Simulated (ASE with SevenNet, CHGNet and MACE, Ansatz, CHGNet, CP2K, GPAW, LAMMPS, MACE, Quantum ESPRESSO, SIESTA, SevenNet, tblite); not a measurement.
**Glassy 71SiO2-12Al2O3-17CaO (mol %) (74 atoms) in machine-learned potentials**

Wanted: machine-learned potentials inputs and outputs for glassy 71SiO2-12Al2O3-17CaO (mol %) (74 atoms), checked against a plane-wave reference.

Calculated with ASE with SevenNet, CHGNet and MACE; the method is named at each step.

### Step 1. Set-up

The cell holds 74 atoms: 17 Si, 6 Al, 4 Ca and 47 O. Its edges and angles: a = 9.897 Å, b = 9.897 Å, c = 9.897 Å, α = 90.0°, β = 90.0°, γ = 90.0°. 74 atoms (17 Si, 6 Al, 4 Ca, 47 O) placed at random at 2.49 g/cm³, melted at 4000 K for 10 ps at fixed volume with the Morse and Coulomb pair potential with partial charges (Pedone, Malavasi, Menziani, Cormack and Segre, J. Phys. Chem. B 110, 11780 (2006)). Quenched from 4000 K to 300 K at 500 K/ps and fixed volume, held 10 ps at zero pressure.

The yardstick, on the same geometry:

```
method                                           : Kohn-Sham DFT, PBE, PAW, plane waves (Ansatz 0.2.0); cutoff 420 eV, Γ point, fermi-dirac smearing of 0.05 eV; PAW set soft_2
r.m.s. force component                           : 1.394 eV/Å
longest force                                    : 4.875 eV/Å
pressure                                         : 6.599 GPa
gap (highest filled to lowest empty level) : 2.902 eV
SCF cycles                                       : 9
time                                             : 5 s on 8 threads of Arm Neoverse V2, shared host
CPU time                                         : 35 s
```

### Step 2. SevenNet 0 potential

Method: machine-learned interatomic potential SevenNet 0, trained on PBE(+U) plane-wave data.

Input file run.py:

```python
import numpy as np
from ase.io import read
import mlip  # loads the published weights by name

atoms = read("structure.xyz")
atoms.calc = mlip.calc("7net-0")
energy = atoms.get_potential_energy()
forces = atoms.get_forces()
print(f"energy {energy:.6f} eV")
print("forces (eV/A)")
for i, (a, f) in enumerate(zip(atoms, forces)):
    print(f"{i:4d} {a.symbol:2s} {f[0]:10.5f} {f[1]:10.5f} {f[2]:10.5f}")
stress = -atoms.get_stress(voigt=False) * 160.21766
print("stress (GPa, compression positive)")
for row in stress:
    print(" ".join(f"{x:10.4f}" for x in row))
```

Input file structure.xyz:

```xyz
74
Lattice="9.89690 0.00000 0.00000 0.00000 9.89690 0.00000 0.00000 0.00000 9.89690" Properties=species:S:1:pos:R:3 pbc="T T T"
Si 7.40387 4.09494 7.43930
Si 0.12163 0.74920 2.96660
Si 1.87220 2.36338 4.81187
Si 9.49984 1.73849 0.21565
Si 6.38855 9.67709 5.33007
Si 4.06941 6.96049 3.44551
Si 2.14416 4.52001 2.59922
Si 8.58368 8.09557 4.08801
Si 5.07355 5.78028 6.22485
Si 9.05339 5.25387 2.76905
Si 5.99435 7.61933 1.17823
Si 2.74946 9.27993 1.99927
Si 6.91783 1.14596 8.18018
Si 4.24834 6.80115 8.84169
Si 4.02339 3.86613 0.09412
Si 3.34832 9.68006 6.12539
Si 2.14545 4.72171 6.90190
Al 9.27874 5.49713 5.87836
Al 1.31272 7.72156 9.40107
Al 3.98004 0.58372 9.22975
Al 0.69793 4.73685 9.80674
Al 6.94762 4.73102 0.64567
Al 0.94595 7.71077 6.46099
Ca 8.02065 2.63535 4.99902
Ca 8.21482 7.45722 8.72006
Ca 5.96536 1.19861 1.94029
Ca 1.72721 1.90921 8.02639
O 9.21065 9.41462 3.49232
O 3.19907 0.12064 7.75204
O 6.25306 4.66164 6.36648
O 6.57946 0.97207 4.28892
O 0.44091 8.33497 7.94256
O 1.99462 8.28143 0.94387
O 1.66288 0.51246 2.78924
O 6.67061 8.89751 1.61458
O 7.17981 0.08709 6.87478
O 8.08468 6.21565 6.92169
O 2.76589 7.13052 8.58992
O 3.64463 0.24861 1.02106
O 5.24575 6.72029 2.30697
O 2.90909 5.81839 3.12643
O 6.81352 2.47551 7.30658
O 2.75896 4.21262 1.11865
O 5.66053 0.71149 9.02508
O 0.39162 6.29166 9.73291
O 0.84995 0.82164 9.68629
O 7.97265 4.42490 1.97206
O 4.85651 9.63127 5.67607
O 7.30936 4.50111 8.89603
O 0.65428 4.86660 2.21493
O 3.63978 4.97379 6.50959
O 5.07335 6.88557 7.45613
O 0.35757 1.86784 4.36483
O 8.15356 1.25216 9.24024
O 1.74086 3.31596 6.07214
O 4.39224 5.24209 9.30952
[... 14 atom lines left out ...]
O 7.16070 8.48669 4.69746
O 9.28369 1.48048 1.79114
O 2.72561 1.17545 5.34155
O 9.60276 7.60122 5.22032
```

The run is started by

```
> OMP_NUM_THREADS=1 python run.py > output.txt
```

What it wrote:

```text
energy -554.948242 eV
forces (eV/A)
   0 Si   -0.37539    0.10532   -2.16406
   1 Si    1.13755    1.10968    2.62947
   2 Si   -1.48768    0.85327   -1.95928
   3 Si    0.41171   -2.46919   -1.94542
   4 Si    1.55020    2.81551    2.74723
   5 Si    1.25659   -3.94224   -1.67678
   6 Si    2.44113    2.49503   -1.65469
   7 Si    0.74239   -2.87885   -1.19797
   8 Si   -0.87008   -0.78081    2.43794
   9 Si   -0.60527    1.49488    1.42691
  10 Si   -0.22318   -2.97063   -0.09818
  11 Si   -4.19641    0.28221   -2.32756
  12 Si    0.93540   -0.99526   -1.52833
  13 Si    0.68409   -1.09161    0.02657
  14 Si    1.00919    0.08011    1.50679
  15 Si   -0.98133    2.15964    1.24222
  16 Si   -0.37451    0.33503   -1.76001
  17 Al   -0.87939    0.40951    1.66396
  18 Al    0.68984    0.07331   -1.35896
  19 Al    0.23915    1.31728    0.68592
  20 Al    2.36645   -2.82493   -0.44558
  21 Al   -2.30277    0.23595   -0.12341
  22 Al    0.56423   -0.34452   -0.56959
  23 Ca    0.10702    0.03373    0.16145
[...]
66 O     1.40530   -0.77037    1.31492
  67 O    -0.41034    0.65716   -0.32167
  68 O    -0.17717    1.28446   -0.22568
  69 O    -0.38576    2.08449    0.07470
  70 O     0.03926   -3.00386   -0.56229
  71 O    -2.00794    0.77479    0.80111
  72 O     1.77311   -2.16228    0.94446
  73 O     0.45383   -0.52650    0.68436
stress (GPa, compression positive)
    7.1199    -0.1951    -1.1099
   -0.1951     6.4310    -1.8035
   -1.1099    -1.8035     5.7552
```

It took 7.2 s on 1 thread of Arm Neoverse V2, shared host; peak memory 0.9 GiB.

Banners, paths, timers and routine set-up lines are dropped from the logs unmarked, and long logs keep their key lines alone; longer cuts are marked.

Numbers from this run, and their distance from the reference:

| Property | Result |
| --- | --- |
| r.m.s. force component | 1.384 eV/Å |
| r.m.s. difference of force components | 94.96 meV/Å |
| longest difference of force vectors | 554.1 meV/Å |
| force difference over r.m.s. force | 6.812 % |
| slope of forces against the reference's | 0.9905 |
| correlation of force components | 0.9977 |
| pressure | 6.435 GPa |
| pressure difference | -0.1633 GPa |

Length of the force difference by element (eV/Å):

| element | atoms | mean | most |
| --- | --- | --- | --- |
| Al | 6 | 0.21 | 0.55 |
| Ca | 4 | 0.18 | 0.33 |
| O | 47 | 0.11 | 0.33 |
| Si | 17 | 0.17 | 0.45 |

Local excerpt of 11 atoms (numbers count through the whole input) about Si12, which bears the longest force; x, y, z are measured from there.

| atom | x | y | z | distance (Å) | bonds | Fx | Fy | Fz (eV/Å) |
| --- | --- | --- | --- | --- | --- | --- | --- | --- |
| Si12 | 0.00 | 0.00 | 0.00 | 0.00 | 4 | -4.20 | 0.28 | -2.33 |
| O57 | 0.79 | -0.89 | 1.03 | 1.58 | 2 | -0.09 | 1.61 | 2.04 |
| O39 | 0.90 | 0.87 | -0.98 | 1.58 | 3 | 2.18 | 1.76 | 0.01 |
| O33 | -0.75 | -1.00 | -1.06 | 1.64 | 2 | -0.18 | 0.91 | 2.32 |
| O34 | -1.09 | 1.13 | 0.79 | 1.76 | 2 | 3.42 | -2.32 | -1.49 |
| Si6 | 1.32 | -2.32 | 1.45 | 3.04 | 4 | 1.26 | -3.94 | -1.68 |
| Si2 | -2.63 | 1.37 | 0.97 | 3.12 | 4 | 1.14 | 1.11 | 2.63 |
| Al20 | 1.23 | 1.20 | -2.67 | 3.17 | 4 | 0.24 | 1.32 | 0.69 |
| O46 | -1.90 | 1.44 | -2.21 | 3.25 | 2 | -0.11 | 0.30 | -0.45 |
| Al19 | -1.44 | -1.56 | -2.50 | 3.27 | 4 | 0.69 | 0.07 | -1.36 |
| O68 | 2.22 | -1.43 | -2.06 | 3.35 | 2 | -0.41 | 0.66 | -0.32 |

Atoms are counted from 1 here, from 0 in the log.

Forces lie 6.8 % from the reference's, at 0.21 times its CPU time (on 1 against 8 cores).

### Step 3. CHGNet r2SCAN potential

Method: machine-learned interatomic potential CHGNet r2SCAN, trained on r2SCAN plane-wave data.

run.py: that of step 2 with these lines changed.

```diff
@@ -5,3 +5,3 @@
 atoms = read("structure.xyz")
-atoms.calc = mlip.calc("7net-0")
+atoms.calc = mlip.calc("chgnet-r2scan")
 energy = atoms.get_potential_energy()
```

structure.xyz is that of step 2.

What it wrote:

```text
CHGNet vr2scan initialized with 412,525 parameters
CHGNet will run on cpu
energy -721.322388 eV
forces (eV/A)
   0 Si   -0.32987   -0.10245   -2.55373
   1 Si    0.95963    1.32971    2.54283
   2 Si   -1.50770    0.57908   -1.38454
   3 Si   -0.01606   -2.29396   -1.81905
   4 Si    1.69151    2.86152    2.46408
   5 Si    1.07295   -3.54453   -1.43227
   6 Si    2.26367    2.33288   -1.64742
   7 Si    0.74326   -2.69061   -0.78115
   8 Si   -0.62661   -0.65228    2.27504
   9 Si   -0.59025    1.14884    1.09983
  10 Si   -0.26399   -2.55183    0.01222
  11 Si   -3.67213    0.58634   -2.12326
  12 Si    1.11580   -0.90594   -1.40562
  13 Si    0.68826   -0.93900   -0.00399
  14 Si    0.97041    0.04573    1.46457
  15 Si   -1.04734    1.98654    1.18762
  16 Si   -0.26665   -0.06223   -1.68393
  17 Al   -0.86073    0.32994    1.34785
  18 Al    0.57412    0.11663   -0.88694
  19 Al    0.05636    0.93747    0.61666
  20 Al    1.79047   -2.18647   -0.48318
  21 Al   -1.61241    0.12917   -0.12553
  22 Al    0.29639   -0.22136   -0.59937
  23 Ca    0.07572   -0.00238    0.18662
[...]
66 O     0.92593   -0.47402    0.87173
  67 O    -0.36263    0.33592   -0.20593
  68 O     0.12273    1.16677   -0.06688
  69 O    -0.23397    1.84288    0.21413
  70 O     0.18115   -2.78013   -0.58389
  71 O    -1.53896    0.71289    0.36528
  72 O     1.62134   -1.88527    0.68856
  73 O     0.41766   -0.35071    0.52259
stress (GPa, compression positive)
    2.4850    -0.2631    -0.8766
   -0.2631     1.9552    -1.8110
   -0.8766    -1.8110     1.3992
```

It took 3.6 s on 1 thread; peak memory 1.1 GiB.

Compared with the plane-wave run:

* r.m.s. force component: 1.201 eV/Å
* r.m.s. difference of force components: 287 meV/Å
* longest difference of force vectors: 1054 meV/Å
* force difference over r.m.s. force: 20.59 %
* slope of forces against the reference's: 0.85
* correlation of force components: 0.9865
* pressure: 1.946 GPa
* pressure difference: -4.652 GPa

Against the first run (6.8 %), the force difference from the reference is 21 %, at 0.51 times the CPU time; this potential was trained at another functional than the reference's.

### Step 4. MACE MP-0b3 medium potential

Method: machine-learned interatomic potential MACE MP-0b3 medium, trained on PBE(+U) plane-wave data.

run.py: that of step 3 with these lines changed.

```diff
@@ -5,3 +5,3 @@
 atoms = read("structure.xyz")
-atoms.calc = mlip.calc("chgnet-r2scan")
+atoms.calc = mlip.calc("mace-mp-0b3-medium")
 energy = atoms.get_potential_energy()
```

structure.xyz is that of step 3.

What it wrote:

```text
energy -554.944818 eV
forces (eV/A)
   0 Si   -0.48554    0.09307   -2.33342
   1 Si    1.25224    1.11969    2.59036
   2 Si   -1.45325    0.97546   -1.88057
   3 Si    0.43044   -2.50169   -1.87026
   4 Si    1.56714    2.87774    2.66528
   5 Si    1.32791   -3.99973   -1.64749
   6 Si    2.52144    2.40964   -1.74804
   7 Si    0.83546   -2.97330   -1.12394
   8 Si   -0.92889   -0.78595    2.46425
   9 Si   -0.54648    1.46996    1.50472
  10 Si   -0.33351   -3.04666   -0.07359
  11 Si   -4.09567    0.22820   -2.23606
  12 Si    0.94696   -0.93826   -1.59877
  13 Si    0.80868   -1.12922   -0.00066
  14 Si    0.86828   -0.02857    1.47506
  15 Si   -1.02483    2.04968    1.19460
  16 Si   -0.34805    0.30191   -1.80859
  17 Al   -0.95554    0.30373    1.74769
  18 Al    0.65783    0.08131   -1.27700
  19 Al    0.10865    1.34773    0.60739
  20 Al    2.53244   -2.97413   -0.34728
  21 Al   -2.29324    0.28241   -0.19461
  22 Al    0.66926   -0.33683   -0.71923
  23 Ca    0.12256    0.06470    0.22838
[...]
66 O     1.36875   -0.74931    1.26963
  67 O    -0.39225    0.66191   -0.29178
  68 O    -0.17694    1.23466   -0.24494
  69 O    -0.43781    2.14812    0.00752
  70 O    -0.04878   -2.94548   -0.50449
  71 O    -2.03674    0.81443    0.77361
  72 O     1.76121   -2.15334    0.92221
  73 O     0.44081   -0.45468    0.70122
stress (GPa, compression positive)
    7.2107    -0.2473    -1.0441
   -0.2473     6.3884    -1.7100
   -1.0441    -1.7100     5.8541
```

Wall time 7.2 s (1 thread); peak memory 1 GiB.

Numbers from this run, and their distance from the reference:

```yaml
r_m_s_force_component: 1.391 eV/Å
r_m_s_difference_of_force_components: 92.8 meV/Å
longest_difference_of_force_vectors: 466.7 meV/Å
force_difference_over_r_m_s_force: 6.657 %
slope_of_forces_against_the_reference_s: 0.9957
correlation_of_force_components: 0.9978
pressure: 6.484 GPa
pressure_difference: -0.1143 GPa
```

Against the first run (6.8 %), the force difference from the reference is 6.7 %, at 1 times the CPU time.

### Step 5. Side by side

Differences are against the plane-wave reference, forces as r.m.s. over components; share is that over the reference's r.m.s. force, slope the least-squares factor from reference forces to these. Total energies of different programs have different zeros and aren't compared.

| run | Δ force, r.m.s. (meV/Å) | share (%) | slope | Δ pressure (GPa) | cores | CPU time | memory (GiB) |
| --- | --- | --- | --- | --- | --- | --- | --- |
| reference | - | - | - | - | 8 | 35 s | 1.2 |
| SevenNet 0 potential | 95.0 | 6.81 | 0.991 | -0.163 | 1 | 7.2 s | 0.9 |
| CHGNet r2SCAN potential | 287 | 20.6 | 0.850 | -4.65 | 1 | 3.6 s | 1.1 |
| MACE MP-0b3 medium potential | 92.8 | 6.66 | 0.996 | -0.114 | 1 | 7.2 s | 1 |

Times of the machine-learned potentials are mostly Python's start and the loading of weights.

CPU time is summed over cores on a shared host, where runs went side by side, so it is rough. Symmetry, cutoffs, thresholds, outputs and thread counts weren't matched or tuned between programs; memory under MPI is the largest rank's times the ranks.

### Step 6. Summary of results

| Quantity | Value |
| --- | --- |
| nearest in forces | MACE MP-0b3 medium potential, 6.7 % |
| its CPU time | 7.2 s |

Machine-learned potentials differ by 6.7 % (MACE MP-0b3 medium potential) to 21 % (CHGNet r2SCAN potential); they were trained on other programs' data, some at another functional. Machine-learned potentials mimic data converged in k, so the reference's own k-point error enters their differences. The quench rate of 500 K/ps is many orders above laboratory rates, so the cell is likely richer in defects and strain than a real sample. The network of bonds at the start is that of the classical potential that made the cell, and needn't be the one that DFT or experiment would give. The electronic-structure runs sample only Γ, in a cell whose shortest periodic width is 10 Å.

[Also dropped from logs without a mark: logging warnings of Python, and SIESTA's first energy breakdown and zero terms.]

[Logs are printed without paths, hosts, clocks, repeated set-up lines and the standing remarks that a program may print on its own settings, such as how far it seeks lower states.]

[Hosts, paths, dates, database ids (printed as entryN), source tags and the programs' standing remarks are cut or masked in the printed files.]
